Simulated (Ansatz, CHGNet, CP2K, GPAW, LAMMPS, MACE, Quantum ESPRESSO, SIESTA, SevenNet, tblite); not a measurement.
# Running amorphous Si (114 atoms) with CP2K

Wanted: CP2K inputs and outputs for amorphous Si (114 atoms), checked against a plane-wave reference.

Main program and level: CP2K 2026.2; the method is named at each step.

### 1. Set-up

The cell holds 114 atoms: 114 Si. Its edges and angles: a = 13.280 Å, b = 13.280 Å, c = 13.280 Å, α = 90.0°, β = 90.0°, γ = 90.0°. 114 atoms (114 Si) placed at random at 2.27 g/cm³, melted at 3500 K for 10 ps at fixed volume with the Tersoff potential (Tersoff, Phys. Rev. B 39, 5566 (1989)). Quenched from 3500 K to 700 K at 10 K/ps and fixed volume, annealed at 1200 K for 20 ps, held 5 ps.

The yardstick, on the same geometry:

* method: Kohn-Sham DFT, PBE, SSSP efficiency 1.3.0 pseudopotentials, plane waves (Quantum ESPRESSO 7.5); sssp-pbe-1.3.0-efficiency, cutoffs 45/360 Ry, Γ point
* r.m.s. force component: 0.8128 eV/Å
* longest force: 3.968 eV/Å
* pressure: 0.7543 GPa
* time: 4.5 min on 4 MPI ranks of Arm Neoverse V2, shared host
* CPU time: 18 min

### 2. PBE, DZVP-UZH, 350/50 Ry, diagonalisation

Method: Kohn-Sham DFT, PBE, GTH-PBE pseudopotentials, Gaussian and plane waves, DZVP-MOLOPT (UZH set), diagonalisation.

input.inp reads:

```
&GLOBAL
  PROJECT cell
  RUN_TYPE ENERGY_FORCE
  PRINT_LEVEL LOW
&END GLOBAL
&FORCE_EVAL
  METHOD QS
  STRESS_TENSOR ANALYTICAL
  &DFT
    BASIS_SET_FILE_NAME BASIS_MOLOPT_UZH
    POTENTIAL_FILE_NAME POTENTIAL_UZH
    &MGRID
      CUTOFF 350
      REL_CUTOFF 50
    &END MGRID
    &QS
      EPS_DEFAULT 1.0E-12
    &END QS
    &SCF
      SCF_GUESS ATOMIC
      EPS_SCF 1.0E-06
      MAX_SCF 200
      ADDED_MOS 51
      &DIAGONALIZATION
        ALGORITHM STANDARD
      &END DIAGONALIZATION
      &SMEAR ON
        METHOD FERMI_DIRAC
        ELECTRONIC_TEMPERATURE [K] 580
      &END SMEAR
      &MIXING
        METHOD BROYDEN_MIXING
        ALPHA 0.15
        NBROYDEN 8
      &END MIXING
      &PRINT
        &RESTART OFF
        &END RESTART
      &END PRINT
    &END SCF
    &XC
      &XC_FUNCTIONAL PBE
      &END XC_FUNCTIONAL
    &END XC
    &PRINT
      &MULLIKEN ON
      &END MULLIKEN
      &LOWDIN ON
      &END LOWDIN
      &MO ON
        EIGENVALUES T
        OCCUPATION_NUMBERS T
        MO_INDEX_RANGE 217 240
        &EACH
          QS_SCF 0
        &END EACH
        ADD_LAST NUMERIC
      &END MO
    &END PRINT
  &END DFT
  &SUBSYS
    &CELL
      A 13.28010 0.00000 0.00000
      B 0.00000 13.28010 0.00000
      C 0.00000 0.00000 13.28010
    &END CELL
    &COORD
      Si 3.62162 6.04603 7.11481
      Si 8.72011 10.94333 11.13417
      Si 3.72427 3.78084 7.24151
      Si 9.09687 4.90022 10.47309
      Si 4.16836 6.47086 3.45787
      Si 4.06437 1.77927 0.64422
      Si 7.26860 7.28188 5.69982
      Si 10.72408 0.12762 5.57924
      Si 4.43024 8.11892 1.76400
      Si 3.62932 0.08061 5.65626
      Si 4.62519 12.02872 2.49892
      Si 11.26179 4.52772 7.51468
      Si 9.02808 7.86262 9.20112
      Si 1.28272 5.67379 7.35372
      Si 0.83744 7.26740 9.10670
      Si 12.23403 1.65311 4.52559
      Si 11.48476 8.33419 12.12473
      Si 2.76107 2.27037 5.58574
      Si 9.23711 9.68624 7.71786
      Si 4.76025 7.32225 5.47299
      Si 6.00287 3.12999 6.96701
      Si 11.31212 8.26500 1.12323
      Si 8.48479 5.61589 4.47978
      Si 0.61606 1.01633 0.82111
      Si 9.51506 9.82674 4.14658
      Si 7.32451 6.65599 7.82981
      Si 11.80667 9.99739 7.43739
      Si 7.50445 9.75742 0.83598
      Si 5.99836 0.51992 3.25057
      Si 2.33398 8.48917 0.76507
      Si 12.21450 1.35138 12.60242
      Si 3.05256 2.99148 9.27296
      Si 8.75105 6.06569 2.06638
      Si 2.06745 2.82587 1.09242
      Si 9.24521 1.41486 9.87880
      Si 10.77428 13.18435 0.01859
      Si 0.81234 12.35647 4.44326
      Si 6.03979 10.44958 4.97366
      Si 3.40913 10.26950 7.89382
      Si 6.77272 0.85789 7.18892
      Si 5.98654 12.83389 5.51748
      Si 11.37321 12.27812 2.07927
      Si 0.70185 10.23391 0.52802
      Si 13.27598 10.14879 4.50740
      Si 0.91912 9.40098 8.16487
      Si 9.78225 12.33482 3.67527
      Si 5.32559 0.41460 10.79473
      Si 8.74800 2.29626 4.20674
      Si 5.06503 9.79925 11.06684
      Si 1.44434 8.94999 5.73740
      Si 5.10487 6.98653 8.77084
      Si 0.98937 6.75399 5.23595
      Si 13.23070 3.74565 7.69024
      Si 3.80063 9.61612 5.54989
      Si 9.32834 3.00688 11.63350
      Si 3.40010 0.63107 9.41360
[... 54 atom lines left out ...]
      Si 11.37454 3.54738 12.75673
      Si 8.48346 0.54913 0.46680
      Si 8.30750 0.50212 2.81419
      Si 2.92614 12.51464 7.61693
    &END COORD
    &KIND Si
      BASIS_SET DZVP-MOLOPT-PBE-GTH-q4
      POTENTIAL GTH-PBE-q4
    &END KIND
  &END SUBSYS
  &PRINT
    &FORCES ON
    &END FORCES
    &STRESS_TENSOR ON
    &END STRESS_TENSOR
  &END PRINT
&END FORCE_EVAL
```

The run is started by

```bash
> OMP_NUM_THREADS=1 mpirun -np 4 cp2k.psmp -i input.inp > output.txt
```

Numbers of over 12 decimals in the logs are rounded to 6 here.

The program printed:

```text
CP2K| version string:                                       CP2K version 2026.2
 CP2K| Input file name                                                 input.inp
 GLOBAL| Basis set file name                                    BASIS_MOLOPT_UZH
 GLOBAL| Potential file name                                       POTENTIAL_UZH
 GLOBAL| Run type                                                   ENERGY_FORCE
 GLOBAL| Total number of message passing processes                             4
 GLOBAL| Number of threads for this process                                    1
 TOTAL NUMBERS AND MAXIMUM NUMBERS
  Total number of            - Atomic kinds:                                   1
                             - Atoms:                                        114
                             - Shell sets:                                   114
                             - Shells:                                       570
                             - Primitive Cartesian functions:                456
                             - Cartesian basis functions:                   1596
                             - Spherical basis functions:                   1482
  Maximum angular momentum of- Orbital basis functions:                        2
                             - Local part of the GTH pseudopotential:          0
                             - Non-local part of the GTH pseudopotential:      2
 SCF PARAMETERS         Density guess:                                    ATOMIC
                        max_scf:                                             200
                        eps_scf:                                        1.00E-06
                        added MOs                                        51    0
                        Mixing method:                            BROYDEN_MIXING
                                                charge density mixing in g-space
                        Smear method:                                FERMI_DIRAC
                        Electronic temperature [K]:                        580.0
                        Electronic temperature [a.u.]:                  1.84E-03
                        Accuracy threshold:                             1.00E-10
 Extrapolation method: initial_guess
 Number of electrons:                                                        456
 Number of occupied orbitals:                                                228
 Number of molecular orbitals:                                               279
 Number of orbital functions:                                               1482
 Number of independent orbital functions:                                   1482
 SCF WAVEFUNCTION OPTIMIZATION
  Step     Update method      Time    Convergence         Total energy    Change
     1 NoMix/Diag. 0.15E+00    5.0     0.54835276      -454.5488356834 -4.55E+02
     2 Broy./Diag. 0.15E+00    6.5     0.01468353      -451.1411308025  3.41E+00
     3 Broy./Diag. 0.15E+00    6.5     0.06376166      -447.2061944906  3.93E+00
     4 Broy./Diag. 0.15E+00    6.5     0.03656607      -448.7463766745 -1.54E+00
     5 Broy./Diag. 0.15E+00    6.5     0.01188261      -448.0369314654  7.09E-01
     6 Broy./Diag. 0.15E+00    6.5     0.00720435      -447.7856404442  2.51E-01
     7 Broy./Diag. 0.15E+00    6.5     0.00304168      -447.6285928193  1.57E-01
[...]
17 Broy./Diag. 0.15E+00    6.6     0.00000116      -447.4674777103 -1.24E-04
    18 Broy./Diag. 0.15E+00    6.6     0.00000149      -447.4675524321 -7.47E-05
    19 Broy./Diag. 0.15E+00    6.6     0.00000061      -447.4675644571 -1.20E-05
  *** SCF run converged in    19 steps ***
  Electronic density on regular grids:       -455.9999999999        0.0000000001
  Core density on regular grids:              455.9999999991       -0.0000000009
  Total charge density on r-space grids:       -0.0000000008
  Total charge density g-space grids:          -0.0000000008
  Overlap energy of the core charge distribution:               2.3995e-09
  Self energy of the core charge distribution:              -1169.457322
  Core Hamiltonian energy:                                    247.324384
  Hartree energy:                                             611.451359
  Exchange-correlation energy:                               -136.780546
  Electronic entropic energy:                                  -0.00543948
  Fermi energy:                                                 0.194007
  Total energy:                                              -447.467564
  Total energy (extrapolated to T->0):                       -447.464845
 MO| EIGENVALUES AND OCCUPATION NUMBERS
 MO|
 MO|  Index      Eigenvalue [a.u.]        Eigenvalue [eV]             Occupation
 MO|    217               0.157589               4.288208               2.000000
 MO|    218               0.161037               4.382049               2.000000
 MO|    219               0.162673               4.426566               2.000000
 MO|    220               0.163443               4.447517               2.000000
 MO|    221               0.167292               4.552255               1.999999
 MO|    222               0.169203               4.604246               1.999997
[...]
MO|    238               0.228806               6.226126               0.000000
 MO|    239               0.231110               6.288810               0.000000
 MO|    240               0.233442               6.352285               0.000000
 MO| Sum:                                                             456.000000
 MO| E(Fermi):            0.194007 a.u.          5.279191 eV
 !-----------------------------------------------------------------------------!
                     Mulliken Population Analysis
 #  Atom  Element  Kind  Atomic population                           Net charge
       1     Si       1          4.003612                             -0.003612
       2     Si       1          4.001361                             -0.001361
       3     Si       1          4.015096                             -0.015096
       4     Si       1          3.986288                              0.013712
       5     Si       1          3.976310                              0.023690
       6     Si       1          3.988860                              0.011140
[...]
# Total charge                            456.000000                  0.000000
 !-----------------------------------------------------------------------------!
 LOWDIN POPULATION ANALYSIS
 #  Atom  Element  Kind  Atomic population                           Net charge
[...]
112     Si       1          4.011807                             -0.011807
     113     Si       1          4.041912                             -0.041912
     114     Si       1          4.036463                             -0.036463
 # Total charge                            456.000000                  0.000000
 ENERGY| Total FORCE_EVAL ( QS ) energy [hartree]           -447.467552
 FORCES| Atomic forces [hartree/bohr]
 FORCES|   Atom     x               y               z               |f|
 FORCES|      1  4.50829873E-03  7.59433797E-03 -2.25114752E-04   8.83455734E-03
 FORCES|      2 -1.12554486E-02 -1.22679356E-02  8.75498957E-03   1.88105611E-02
 FORCES|      3  1.68364322E-02 -1.64905075E-02 -2.24523409E-02   3.25501136E-02
 FORCES|      4  8.66018303E-03  9.51624685E-03 -2.15397057E-02   2.50901703E-02
 FORCES|      5  2.12231461E-02 -1.25091790E-02 -1.41488777E-02   2.84093687E-02
 FORCES|      6 -5.06884176E-04 -1.92363675E-02 -4.81296303E-03   1.98358105E-02
[...]
FORCES|    112  7.93281288E-03  2.67960765E-02  1.28393562E-02   3.07539966E-02
 FORCES|    113 -2.22786939E-02  8.91893552E-03 -1.53662609E-02   2.84957819E-02
 FORCES|    114 -7.51004929E-04  2.97030241E-03  1.13219208E-02   1.17291344E-02
 FORCES| Sum    -2.38856185E-07 -1.50048815E-07 -3.26331166E-07
 FORCES| Total atomic force                                       4.31345516E-07
 STRESS| Analytical stress tensor [bar]
 STRESS|                        x                   y                   z
 STRESS|      x        1.15506298506E+04   6.31804451368E+03  -3.57719569031E+03
 STRESS|      y        6.31804451368E+03  -3.19953571555E+03  -1.00043836063E+04
 STRESS|      z       -3.57719569031E+03  -1.00043836063E+04   7.65609836699E+03
 STRESS| 1/3 Trace                                             5.33573083402E+03
```

Run time: 2.4 min. Hardware: 4 MPI ranks of Arm Neoverse V2, shared host; peak memory 4 GiB; 9.6 min of CPU time.

Banners, paths, timers and routine set-up lines are dropped from the logs unmarked, and long logs keep their key lines alone; longer cuts are marked.

Numbers from this run, and their distance from the reference:

| Quantity | Value |
| --- | --- |
| r.m.s. force component | 0.8192 eV/Å |
| r.m.s. difference of force components | 37.06 meV/Å |
| longest difference of force vectors | 131.4 meV/Å |
| force difference over r.m.s. force | 4.559 % |
| slope of forces against the reference's | 1.007 |
| correlation of force components | 0.999 |
| pressure | 0.5336 GPa |
| pressure difference | -0.2207 GPa |

Local excerpt of 9 atoms (numbers count through the whole input) about Si45, which has 5 bonded neighbours where the commonest count for Si is 4; x, y, z are measured from there.

| atom | x | y | z | distance (Å) | bonds | Mulliken charge (e) | Fx | Fy | Fz (eV/Å) |
| --- | --- | --- | --- | --- | --- | --- | --- | --- | --- |
| Si45 | 0.00 | 0.00 | 0.00 | 0.00 | 5 | -0.04 | 0.21 | 0.77 | 0.41 |
| Si15 | -0.08 | -2.13 | 0.94 | 2.33 | 4 | 0.03 | 1.01 | -0.72 | 0.09 |
| Si50 | 0.53 | -0.45 | -2.43 | 2.52 | 4 | 0.04 | 1.00 | 0.16 | 0.22 |
| Si27 | -2.39 | 0.60 | -0.73 | 2.57 | 4 | 0.01 | -1.13 | -1.14 | -0.14 |
| Si99 | 0.25 | 1.30 | 2.21 | 2.58 | 4 | 0.01 | 0.05 | -1.74 | -0.48 |
| Si39 | 2.49 | 0.87 | -0.27 | 2.65 | 4 | -0.01 | -0.07 | -0.79 | -0.47 |
| Si114 | 2.01 | 3.11 | -0.55 | 3.74 | 4 | -0.01 | -0.04 | 0.15 | 0.58 |
| Si67 | 2.11 | -2.37 | 2.09 | 3.80 | 4 | 0.01 | -0.31 | 0.19 | 0.61 |
| Si95 | 1.91 | -0.36 | 3.28 | 3.81 | 4 | 0.01 | -0.30 | 0.24 | 0.69 |

Forces lie 4.6 % from the reference's, at 0.53 times its CPU time.

### 3. GFN1-xTB, diagonalisation

Method: GFN1-xTB tight binding (the program's own implementation), diagonalisation.

input.inp reads:

```
&GLOBAL
  PROJECT cell
  RUN_TYPE ENERGY_FORCE
  PRINT_LEVEL LOW
&END GLOBAL
&FORCE_EVAL
  METHOD QS
  STRESS_TENSOR ANALYTICAL
  &DFT
    &QS
      METHOD XTB
      &XTB
        GFN_TYPE 1
        DO_EWALD T
        CHECK_ATOMIC_CHARGES F
      &END XTB
    &END QS
    &SCF
      SCF_GUESS ATOMIC
      EPS_SCF 1.0E-06
      MAX_SCF 200
      ADDED_MOS 85
      &DIAGONALIZATION
        ALGORITHM STANDARD
      &END DIAGONALIZATION
      &SMEAR ON
        METHOD FERMI_DIRAC
        ELECTRONIC_TEMPERATURE [K] 580
      &END SMEAR
      &MIXING
        METHOD BROYDEN_MIXING
        ALPHA 0.15
        NBROYDEN 8
      &END MIXING
      &PRINT
        &RESTART OFF
        &END RESTART
      &END PRINT
    &END SCF
    &PRINT
      &MULLIKEN ON
      &END MULLIKEN
    &END PRINT
  &END DFT
  &SUBSYS
    &CELL
      A 13.28010 0.00000 0.00000
      B 0.00000 13.28010 0.00000
      C 0.00000 0.00000 13.28010
    &END CELL
    &COORD
[... 114 atom lines left out: the same atoms as in the first run ...]
    &END COORD
  &END SUBSYS
  &PRINT
    &FORCES ON
    &END FORCES
    &STRESS_TENSOR ON
    &END STRESS_TENSOR
  &END PRINT
&END FORCE_EVAL
```

The run is started by

```bash
> OMP_NUM_THREADS=1 cp2k.psmp -i input.inp > output.txt
```

The program printed:

```text
CP2K| version string:                                       CP2K version 2026.2
 CP2K| Input file name                                                 input.inp
 GLOBAL| Basis set file name                                           BASIS_SET
 GLOBAL| Potential file name                                           POTENTIAL
 GLOBAL| Run type                                                   ENERGY_FORCE
 GLOBAL| Total number of message passing processes                             1
 GLOBAL| Number of threads for this process                                    1
                  #####   #####        #          ####### ######
                 #     # #     #      #              #    #     #
                 #     # #           #    ##   ##    #    #     #
[... lines left out ...]
                        Smear method:                                FERMI_DIRAC
[... lines left out ...]
 Number of electrons:                                                        456
[... lines left out ...]
  Step     Update method      Time    Convergence         Total energy    Change
[... lines left out ...]
  *** SCF run converged in   108 steps ***
[... lines left out ...]
  Fermi energy:                                                -0.450306
  Total energy:                                              -208.808717
  Total energy (extrapolated to T->0):                       -208.806616
 MULLIKEN POPULATION ANALYSIS
  # Atom   Element   Kind        Atomic population                    Net charge
       1     Si         1                 4.016482                     -0.016482
       2     Si         1                 4.010214                     -0.010214
       3     Si         1                 3.983522                      0.016478
[...]
113     Si         1                 4.035416                     -0.035416
     114     Si         1                 4.017310                     -0.017310
 # Total charge                         456.000000                      0.000000
 ENERGY| Total FORCE_EVAL ( QS ) energy [hartree]           -208.808717
 FORCES| Atomic forces [hartree/bohr]
 FORCES|   Atom     x               y               z               |f|
 FORCES|      1  1.04326206E-02  1.31791752E-02 -2.14689953E-03   1.69451884E-02
 FORCES|      2 -8.45702595E-03 -1.30165043E-02  8.57772658E-03   1.77349391E-02
 FORCES|      3  1.77533551E-02 -2.27273759E-02 -2.92178340E-02   4.10535876E-02
[...]
FORCES|    113 -2.70321870E-02  1.10638021E-02 -1.94301087E-02   3.50809916E-02
 FORCES|    114 -4.59540338E-04 -1.59919865E-03  2.54835558E-02   2.55378196E-02
 FORCES| Sum     1.20931910E-14 -1.01262315E-14  1.01377240E-14
 FORCES| Total atomic force                                       1.87499141E-14
 STRESS| Analytical stress tensor [bar]
 STRESS|                        x                   y                   z
 STRESS|      x        7.76798599950E+04   5.86931800632E+03  -4.51155180770E+03
 STRESS|      y        5.86931800632E+03   5.85150345091E+04  -1.10371714306E+04
 STRESS|      z       -4.51155180770E+03  -1.10371714306E+04   7.17881153781E+04
 STRESS| 1/3 Trace                                             6.93276699607E+04
```

Wall time 56 s (1 thread); peak memory 0.34 GiB.

Against the reference:

```
r.m.s. force component                  : 0.9755 eV/Å
r.m.s. difference of force components   : 238.7 meV/Å
longest difference of force vectors     : 1170 meV/Å
force difference over r.m.s. force      : 29.37 %
slope of forces against the reference's : 1.177
correlation of force components         : 0.9808
pressure                                : 6.933 GPa
pressure difference                     : 6.178 GPa
```

Against the first run (4.6 %), the force difference from the reference is 29 %, at 0.097 times the CPU time (on 1 against 4 cores) (108 SCF steps against 19); the model has changed, so this is no error of the program alone.

(Continued in part 2 of 3.)

[Also dropped from logs without a mark: logging warnings of Python, and SIESTA's first energy breakdown and zero terms.]

[Logs are printed without paths, hosts, clocks, repeated set-up lines and the standing remarks that a program may print on its own settings, such as how far it seeks lower states.]

[Hosts, paths, dates, database ids (printed as entryN), source tags and the programs' standing remarks are cut or masked in the printed files.]
